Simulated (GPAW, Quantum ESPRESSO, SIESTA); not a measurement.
# In-plane stress of fcc Pt under biaxial strain, SIESTA DZP, PBE

Calculated with SIESTA 5.4.2: PBE; DZP orbitals, shift 0.01 Ry, mesh 400 Ry; k-mesh 8×8×8. The first two cell vectors are strained alike from typed lattice constants; the third vector's length and the atoms are relaxed. The geometries are those relaxed at QE, PBE.

| in-plane strain (%) | in-plane stress (GPa, compression positive) |
| --- | --- |
| -4 | 11.38 |
| -3 | 8.007 |
| -2 | 4.838 |
| -1 | 2.013 |
| 0 | -0.1748 |
| +1 | ? |
| +2 | -3.462 |
| +3 | -5.289 |
| +4 | -5.003 |

Task: Fit a second-order form in the logarithmic strain to the rows given and interpolate to the withheld row.

**Working.**

With u = ln[(1 + ε)/(1 + ε0)], counted from the row at ε0 = +0 % where y0 = -0.1748, a second-order form y = y0 + a u + b u² makes v = (y − y0)/u a line in u.

| u | v |
| --- | --- |
| -0.0408220 | -283.053 |
| -0.0304592 | -268.615 |
| -0.0202027 | -248.125 |
| -0.0100503 | -217.684 |
| 0.0198026 | -165.998 |
| 0.0295588 | -173.018 |
| 0.0392207 | -123.103 |

With n = 7: mean u = -0.00185030, mean v = -211.371, Σ(u − ū)² = 0.0058835, Σ(u − ū)(v − v̄) = 10.970. Slope b = 10.970 / 0.0058835 = 1864.5; intercept a = v̄ − b ū = -207.92.

At the withheld row u = 0.009950, v = a + b u = -189.4, and y = y0 + u v.

Prediction at +1: -2.059 GPa. The run gave -2.71 GPa, so the fit is high by 0.65 GPa (24 % of the value).

The first-order term gives a biaxial modulus of 208 GPa at ε0. The second-order term makes up 9.8 % of v at the withheld row. Among the rows given, the largest miss of the fit is at +3, by 0.60 GPa (3.6 % of the range of the table).

Limits: The nuclei are static. The DFT runs use Fermi–Dirac occupations of width 0.1 eV, and energies are free energies. The rows don't follow a smooth parabola (r.m.s. departure 1.8 % of their range), so v is no line in u and the first-order term is poorly fixed; a kink, the k-mesh or scatter of the relaxations can each do this.

[Hosts, paths, dates, database ids (printed as entryN), source tags and the programs' standing remarks are cut or masked in the printed files.]
